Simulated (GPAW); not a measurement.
# Surface energy and work function of W(100) from slabs of 4 to 14 layers (RPBE)

How do energy and work function of W(100) films settle with thickness, and what surface energy follows?

How it was computed: GPAW 26.7.0, plane waves at 450 eV with PAW setups; symmetric 1×1 slabs cut at the tabulated lattice constant (two decimals; low-temperature values for the alkali metals), atoms at bulk places, 7.5 Å of vacuum on each side, one in-plane mesh for all thicknesses, Fermi-Dirac smearing of 0.1 eV. Energies are extrapolated to zero smearing and count from the program's reference atoms. Functional RPBE. The cell's area is 9.986 Å².

Results, with one row withheld:

| layers | energy (eV) | work function (eV) |
| --- | --- | --- |
| 4 | −39.0284 | 4.03 |
| 5 | −50.1259 | 4.09 |
| 6 | −61.1629 | 4.07 |
| 7 | −72.1999 | 4.06 |
| 8 | −83.1998 | 4.07 |
| 9 | −94.2371 | 4.07 |
| 10 | −105.2609 | 4.08 |
| 11 | −116.2872 | 4.07 |
| 12 | −127.3092 | 4.08 |
| 14 | ? | ? |

To predict: What surface energy do these runs give, and what energy and work function should the 14-layer slab have?

**Working.** A slab of n layers has E(n) = nε + 2Aγ once its middle is bulk-like. A line through n = 6 to 12 has the slope ε = −11.0241 eV a layer and the intercept 2Aγ = 4.9801 eV (r.m.s. residual 6.6 meV). So γ = 4.9801 / (2 × 9.986 Å²) = 0.2494 eV/Å² = 4.00 J/m², with a standard error of about 0.01 J/m² from the scatter about the line. For 14 layers: 4.9801 + 14 × (−11.0241) = −149.357 eV; the run gives −149.359 eV, 1.4 meV under the line. The work function has no such law: from 6 to 12 layers it moves between 4.06 and 4.08 eV (mean 4.07), and the 14-layer slab gives 4.07 eV. The thinnest slab, 4 layers, lies −0.04 eV from that mean. The measured value for this face is 4.65 eV (“Anisotropic work function of elemental crystals” (2019, arxiv:1902.07811)), for a face that reconstructs.

Caveats: The surfaces are unrelaxed, so γ is an upper bound for this functional and lattice constant. The tabulated lattice constant isn't the functional's own, which strains the slab a little. Spin-orbit coupling is left out.
